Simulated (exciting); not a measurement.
**Se K-edge absorption of Lu2SeO2, all-electron BSE**

How far do the exchange and direct terms reshape the Se K edge of Lu2SeO2?

Program: exciting sodium. Level of theory: X-ray absorption, core-level Bethe-Salpeter equation, exchange and statically screened direct term, Tamm-Dancoff, all-electron LAPW+lo LDA. Results are calculated unless marked as measured.

### 1. Starting point

Symmetry: P-3m1, No. 164, trigonal system. Conventional cell: a = 3.716 Å, b = 3.716 Å, c = 6.647 Å, α = 90.00°, β = 90.00°, γ = 120.00°. Nearest to Lu lie 4 O at 2.21 Å and 3 Se at 2.90 Å. Nearest to Se lie 6 Lu at 2.90 Å. O has 4 Lu at 2.21 Å nearest. Farther neighbours and most contacts between anions are not listed.

Coordinates:

```xyz
5
Lattice="3.7161 0.0000 0.0000 -1.8580 3.2182 0.0000 0.0000 0.0000 6.6468" Properties=species:S:1:pos:R:3 pbc="T T T"
Lu    1.8580    1.0727    4.6980
Lu    0.0000    2.1455    1.9489
Se    0.0000    0.0000    0.0000
O     1.8580    1.0727    2.4919
O     0.0000    2.1455    4.1550
```

Differences between curves are given as r.m.s. difference over r.m.s. height.

### 2. The self-consistent potential

The species files are the program's own, with muffin-tin radii set in the input.

Input file input.xml:

```
<input>
  <title>Lu2SeO2</title>
  <structure speciespath="." autormt="false" epslat="1.0e-5">
    <crystal>
      <basevect>7.0223729230 0.0000000000 0.0000000000</basevect>
      <basevect>-3.5111864615 6.0815533462 0.0000000000</basevect>
      <basevect>0.0000000000 0.0000000000 12.5607002188</basevect>
    </crystal>
    <species speciesfile="Lu.xml" rmt="2.240">
      <atom coord="0.6666666667 0.3333333333 0.7067959200"/>
      <atom coord="0.3333333333 0.6666666667 0.2932040800"/>
    </species>
    <species speciesfile="Se.xml" rmt="2.300">
      <atom coord="0.0000000000 0.0000000000 0.0000000000"/>
    </species>
    <species speciesfile="O.xml" rmt="1.804">
      <atom coord="0.6666666667 0.3333333333 0.3748970700"/>
      <atom coord="0.3333333333 0.6666666667 0.6251029300"/>
    </species>
  </structure>
  <groundstate do="fromscratch" xctype="LDA_PW" ngridk="5 5 2" rgkmax="7" gmaxvr="14" nempty="8" swidth="0.001" maxscl="100" epsengy="1e-5"/>
</input>
```

Command:

```console
> OMP_NUM_THREADS=1 mpirun -n 4 exciting
```

Numbers of over 12 decimals in the logs are rounded to 6 here.

What it wrote:

```text
EXCITING SODIUM started
********************************************************************************
* Ground-state run starting from atomic densities                              *
********************************************************************************
+ Starting initialization                                                      +
[... lattice and species ...]
 Spin treatment                             :    spin-unpolarised
 Number of Bravais lattice symmetries       :      24
[...]
+ Self-consistent loop stopped                                                 +
 STATE.OUT is written
********************************************************************************
* Groundstate module stopped                                                   *
********************************************************************************
 Total time spent (seconds)                 :        61.26
- CAUTION! Warnings have been written in file WARNING.OUT !                    -
| EXCITING SODIUM stopped                                                      =
[key lines of the parts left out:]
Total energy                               :    -31721.78533666
Fermi energy                               :         0.31303630
```

Wall time 63 s (4 MPI ranks of Intel Xeon at 2.70GHz, shared host).

The warnings file holds hints only, no warning.

The mesh shows a gap of 1.81 eV. Core levels (Dirac, from the valence top):

```tsv
atom	level	energy (eV)
Se	2s1/2	-1597.1
Se	2p1/2	-1433.5
Se	2p3/2	-1391.8
Se	3s1/2	-205.7
Se	3p1/2	-149.8
Se	3p3/2	-143.9
```

### 3. A richer basis for the empty states

Each species file gets more local orbitals, built from u and its energy derivative at 0.15 Ha and u at 0.9 Ha.

input.xml is that of step 2.

Input file SPECIES.xml, added lines:

```
<lo l="L">  <!-- L = 0, 1, 2, and 3 from Cs on -->
  <wf matchingOrder="0" trialEnergy="0.1500" searchE="false"/>
  <wf matchingOrder="1" trialEnergy="0.1500" searchE="false"/>
  <wf matchingOrder="0" trialEnergy="0.9000" searchE="false"/>
</lo>
```

Command:

```console
> OMP_NUM_THREADS=1 mpirun -n 4 exciting
```

What it wrote:

```text
EXCITING SODIUM started
********************************************************************************
* Ground-state run starting from atomic densities                              *
********************************************************************************
+ Starting initialization                                                      +
[... lattice and species ...]
 Spin treatment                             :    spin-unpolarised
 Number of Bravais lattice symmetries       :      24
[...]
+ Self-consistent loop stopped                                                 +
 STATE.OUT is written
********************************************************************************
* Groundstate module stopped                                                   *
********************************************************************************
 Total time spent (seconds)                 :        74.43
- CAUTION! Warnings have been written in file WARNING.OUT !                    -
| EXCITING SODIUM stopped                                                      =
[key lines of the parts left out:]
Total energy                               :    -31721.78733649
Fermi energy                               :         0.31304591
```

Wall time 76 s (4 MPI ranks).

Against the first ground state the total energy moves by -11 meV an atom and the gap by -0.02 eV.

### 4. Screening, kernels and BSE for Se atom 3

The absorber has 6 Lu at 2.90 Å, 6 O at 3.29 Å and 6 Se at 3.72 Å (18-fold, site symmetry -3m).

input.xml: that of step 3 with these lines changed.

```diff
@@ -20,3 +20,20 @@
   </structure>
-  <groundstate do="fromscratch" xctype="LDA_PW" ngridk="5 5 2" rgkmax="7" gmaxvr="14" nempty="8" swidth="0.001" maxscl="100" epsengy="1e-5"/>
+  <groundstate do="skip" xctype="LDA_PW" ngridk="5 5 2" rgkmax="7" gmaxvr="14" nempty="8" swidth="0.001" maxscl="100" epsengy="1e-5"/>
+  <xs xstype="BSE" ngridk="4 4 2" ngridq="4 4 2" vkloff="0.097 0.273 0.493" rgkmax="7" nempty="42" gqmax="3" lmaxapwwf="5" lmaxemat="2" broad="0.04300" tevout="true">
+    <energywindow intv="457.986 459.603" points="439"/>
+    <screening screentype="full" nempty="65"/>
+    <BSE xas="true" xasspecies="2" xasatom="1" xasedge="K" bsetype="singlet" nstlxas="1 38"/>
+    <qpointset>
+      <qpoint>0 0 0</qpoint>
+    </qpointset>
+    <plan>
+      <doonly task="xsgeneigvec"/>
+      <doonly task="writepmatxs"/>
+      <doonly task="scrgeneigvec"/>
+      <doonly task="scrwritepmat"/>
+      <doonly task="screen"/>
+      <doonly task="scrcoulint"/>
+      <doonly task="exccoulint"/>
+    </plan>
+  </xs>
 </input>
```

Input file input.xml for the last start (plan only):

```
  <plan>
    <doonly task="bse"/>
  </plan>
```

Command:

```console
> OMP_NUM_THREADS=1 mpirun -n 4 exciting
> OMP_NUM_THREADS=4 exciting
```

What it wrote:

```text
| EXCITING SODIUM started for task xsgeneigvec ( 301)                          =
One-shot GS runs for BSE calculations
One-shot GS runs for k+qmt/2 grids
Info(xsgeneigvec): Generating eigenvectors for Q-point      1
Info(xsgeneigvec): Generation of eigenvectors finished
| EXCITING SODIUM started for task writepmatxs ( 320)                          =
Info(writepmatxs): Momentum matrix elements finished
| EXCITING SODIUM started for task scrgeneigvec ( 401)                         =
One-shot GS runs for BSE calculations
One-shot GS runs for k+qmt/2 grids
[...]
Info(setup_bse_block): Setting up RR part of hamiltonian
Info(setup_bse_block): Singlet spin state
Info(bse): Diagonalizing RR Hamiltonian (TDA)
Info(bse): Invoking Lapack routine ZHEEVR
      2432 eigen solutions found in the interval:
         i1=       1 i2=    2432
Info(bse): Writing excition energies and oscillator strengths to text file.
Info(makespectrum_dist): Making spectrum using formula for coupling with time reversed AR basis.
Info(makespectrum_dist): Using formalism for vanishing momentum transfer.
Info(writederived): Writing quantities derived from the macroscopic dielectric function.
Info(bselauncher): Spectrum finished for iqmt=  1
Info(bselauncher): All done for BSE type singlet
```

It took 16 min on 4 MPI ranks.

Wall time by task: xsgeneigvec 15 s, writepmatxs 11 s, scrgeneigvec 7.7 s, scrwritepmat 8 s, screen 2.1 min, scrcoulint 3.2 min, exccoulint 9.4 min, bse 14 s.

The Se K spectrum of Se atom 3 (energy from the Kohn–Sham onset, core level to the lowest empty state found on the meshes used, 12474.43 eV; the ground-state mesh sets it, and the shifted mesh has its lowest transition 0.37 eV above it; Im ε scaled to the maximum of the singlet run; cut below the end of the band set):

```tsv
E (eV)	isotropic	ε ⊥ c	ε ∥ c
-7.0	0.02	0.02	0.02
-6.5	0.03	0.02	0.03
-6.0	0.03	0.03	0.03
-5.5	0.03	0.03	0.03
-5.0	0.03	0.03	0.04
-4.5	0.04	0.04	0.04
-4.0	0.04	0.04	0.05
-3.5	0.05	0.05	0.05
-3.0	0.06	0.05	0.06
-2.5	0.07	0.06	0.07
-2.0	0.08	0.08	0.09
-1.5	0.10	0.09	0.11
-1.0	0.12	0.12	0.14
-0.5	0.16	0.15	0.19
0.0	0.22	0.20	0.25
0.5	0.28	0.27	0.31
1.0	0.37	0.37	0.37
1.5	0.47	0.48	0.44
2.0	0.55	0.57	0.51
2.5	0.61	0.63	0.57
3.0	0.67	0.67	0.66
3.5	0.74	0.71	0.81
4.0	0.84	0.75	1.03
4.5	0.97	0.82	1.25
5.0	0.99	0.86	1.26
5.5	0.88	0.79	1.06
6.0	0.74	0.70	0.84
6.5	0.65	0.64	0.67
7.0	0.59	0.61	0.54
7.5	0.54	0.58	0.45
8.0	0.49	0.53	0.40
8.5	0.44	0.48	0.36
9.0	0.39	0.42	0.34
9.5	0.35	0.37	0.31
10.0	0.31	0.34	0.27
10.5	0.30	0.32	0.25
11.0	0.30	0.31	0.26
11.5	0.30	0.31	0.28
12.0	0.29	0.29	0.29
12.5	0.28	0.28	0.28
13.0	0.26	0.26	0.26
13.5	0.25	0.25	0.24
14.0	0.24	0.25	0.24
14.5	0.23	0.23	0.24
15.0	0.23	0.22	0.24
15.5	0.23	0.22	0.25
16.0	0.23	0.22	0.25
16.5	0.24	0.23	0.25
17.0	0.25	0.24	0.25
17.5	0.25	0.25	0.24
18.0	0.25	0.26	0.24
18.5	0.26	0.27	0.24
19.0	0.27	0.28	0.25
19.5	0.26	0.28	0.23
20.0	0.25	0.27	0.21
20.5	0.23	0.25	0.18
21.0	0.20	0.22	0.16
21.5	0.19	0.21	0.15
22.0	0.18	0.20	0.14
```

Maxima (height): 4.8 eV (1.00) and 19.2 eV (0.27).

The Hamiltonian has 2432 rows. The lowest groups of eigenvalues and the brightest ones, on the scale above (the program counts from the shifted mesh's onset, 0.37 eV higher). Core spinors bring spin-forbidden partners, so dark means forbidden by spin or by symmetry, and the shifted mesh splits states that symmetry would keep together:

```tsv
energy (eV)	states within 10 meV	relative strength
-0.225	2	9.1e-4
-0.039	2	0.036
-0.029	2	0.03
0.070	2	0.038
0.109	2	0.0093
0.195	2	0.011
0.241	2	0.064
4.685	4	0.51
4.755	2	1.00
4.794	2	0.73
4.841	2	0.39
4.910	4	0.77
4.945	2	0.42
5.042	2	0.40
```

### 5. Independent particles

input.xml: that of step 4 with these lines changed.

```diff
@@ -24,3 +24,3 @@
     <screening screentype="full" nempty="65"/>
-    <BSE xas="true" xasspecies="2" xasatom="1" xasedge="K" bsetype="singlet" nstlxas="1 38"/>
+    <BSE xas="true" xasspecies="2" xasatom="1" xasedge="K" bsetype="IP" nstlxas="1 38"/>
     <qpointset>
@@ -29,9 +29,3 @@
     <plan>
-      <doonly task="xsgeneigvec"/>
-      <doonly task="writepmatxs"/>
-      <doonly task="scrgeneigvec"/>
-      <doonly task="scrwritepmat"/>
-      <doonly task="screen"/>
-      <doonly task="scrcoulint"/>
-      <doonly task="exccoulint"/>
+      <doonly task="bse"/>
     </plan>
```

Command:

```console
> OMP_NUM_THREADS=4 exciting
```

What it wrote:

```text
| EXCITING SODIUM started for task bse ( 445)                                  =
Info(bselauncher): Init time:    1.751163
Info(bselauncher): Setting up and diagonalizing BSE Hamiltonian.
Info(bselauncher): Using momentum transfer vectors from list :   1 to  1
Info(bselauncher): Distributing qmt-points over   1 processes.
Info(bselauncher): BSE type: IP
Info(bselauncher): Momentum transfer list index: iqmt=  1
Info(bselauncher): Momentum transfer: vqmtl=   0.000   0.000   0.000
Info(bse): Inspecting occupations...
Info(setranges_modxs): Number of non-reduced k-points:       32
[...]
highest unoccupied state:  77
  Opening gap with a scissor of:      0.000/H      0.000/eV
Info(select_transitions): Number of participating transitions:    2432
Info(bse): Selecting transitions...
Info(bse):bsegap (eV): 12474.798989
Info(bse): IP requested, nothing much to do
Info(bse): Writing excition energies and oscillator strengths to text file.
Info(makespectrum_dist): Making spectrum using formula for coupling with time reversed AR basis.
Info(makespectrum_dist): Using formalism for vanishing momentum transfer.
Info(writederived): Writing quantities derived from the macroscopic dielectric function.
Info(bselauncher): Spectrum finished for iqmt=  1
Info(bselauncher): All done for BSE type IP
```

Wall time 3 s (4 threads).

Maxima (height): 6.9 eV (0.77) and 20.3 eV (0.35). The spectrum differs from the singlet run by 49 % r.m.s. Moving the earlier curve by +2.7 eV leaves 18 %. The highest maximum lies at 6.9 eV (0.77), against 4.8 eV (1.00).

### 6. Exchange alone

input.xml: that of step 5 with these lines changed.

```diff
@@ -24,3 +24,3 @@
     <screening screentype="full" nempty="65"/>
-    <BSE xas="true" xasspecies="2" xasatom="1" xasedge="K" bsetype="IP" nstlxas="1 38"/>
+    <BSE xas="true" xasspecies="2" xasatom="1" xasedge="K" bsetype="RPA" nstlxas="1 38"/>
     <qpointset>
```

Command:

```console
> OMP_NUM_THREADS=4 exciting
```

What it wrote:

```text
| EXCITING SODIUM started for task bse ( 445)                                  =
Info(bselauncher): Init time:    1.764368
Info(bselauncher): Setting up and diagonalizing BSE Hamiltonian.
Info(bselauncher): Using momentum transfer vectors from list :   1 to  1
Info(bselauncher): Distributing qmt-points over   1 processes.
Info(bselauncher): BSE type: RPA
Info(bselauncher): Momentum transfer list index: iqmt=  1
Info(bselauncher): Momentum transfer: vqmtl=   0.000   0.000   0.000
Info(bse): Inspecting occupations...
Info(setranges_modxs): Number of non-reduced k-points:       32
[...]
Info(setup_bse_block): Setting up RR part of hamiltonian
Info(setup_bse_block): Using RPA approximation
Info(bse): Diagonalizing RR Hamiltonian (TDA)
Info(bse): Invoking Lapack routine ZHEEVR
      2432 eigen solutions found in the interval:
         i1=       1 i2=    2432
Info(bse): Writing excition energies and oscillator strengths to text file.
Info(makespectrum_dist): Making spectrum using formula for coupling with time reversed AR basis.
Info(makespectrum_dist): Using formalism for vanishing momentum transfer.
Info(writederived): Writing quantities derived from the macroscopic dielectric function.
Info(bselauncher): Spectrum finished for iqmt=  1
Info(bselauncher): All done for BSE type RPA
```

Wall time 14 s (4 threads).

Maxima (height): 6.9 eV (0.77) and 20.3 eV (0.35). The spectrum is that of the independent-particle run within 1 %.

### 7. Direct term alone

input.xml: that of step 6 with these lines changed.

```diff
@@ -24,3 +24,3 @@
     <screening screentype="full" nempty="65"/>
-    <BSE xas="true" xasspecies="2" xasatom="1" xasedge="K" bsetype="RPA" nstlxas="1 38"/>
+    <BSE xas="true" xasspecies="2" xasatom="1" xasedge="K" bsetype="triplet" nstlxas="1 38"/>
     <qpointset>
```

Command:

```console
> OMP_NUM_THREADS=4 exciting
```

What it wrote:

```text
| EXCITING SODIUM started for task bse ( 445)                                  =
Info(bselauncher): Init time:    1.568998
Info(bselauncher): Setting up and diagonalizing BSE Hamiltonian.
Info(bselauncher): Using momentum transfer vectors from list :   1 to  1
Info(bselauncher): Distributing qmt-points over   1 processes.
Info(bselauncher): BSE type: triplet
Info(bselauncher): Momentum transfer list index: iqmt=  1
Info(bselauncher): Momentum transfer: vqmtl=   0.000   0.000   0.000
Info(bse): Inspecting occupations...
[...]
Info(setup_bse_block): Setting up RR part of hamiltonian
Info(setup_bse_block): Triplet spin state
Info(bse): Diagonalizing RR Hamiltonian (TDA)
Info(bse): Invoking Lapack routine ZHEEVR
      2432 eigen solutions found in the interval:
         i1=       1 i2=    2432
Info(bse): Writing excition energies and oscillator strengths to text file.
Info(makespectrum_dist): Making spectrum using formula for coupling with time reversed AR basis.
Info(makespectrum_dist): Using formalism for vanishing momentum transfer.
Info(writederived): Writing quantities derived from the macroscopic dielectric function.
Info(bselauncher): Spectrum finished for iqmt=  1
Info(bselauncher): All done for BSE type triplet
```

Wall time 15 s (4 threads).

Maxima (height): 4.8 eV (1.00) and 19.2 eV (0.27). The spectrum is that of the singlet run within 1 %.

(Part 1 of 2 ends here.)

[Banner, clock and machine lines of the logs are left out without a mark of their own.]

[Logs are printed without paths, hosts, clocks, repeated set-up lines and the standing remarks that a program may print on its own settings, such as how far it seeks lower states.]

[Hosts, paths, dates, database ids (printed as entryN), source tags and the programs' standing remarks are cut or masked in the printed files.]
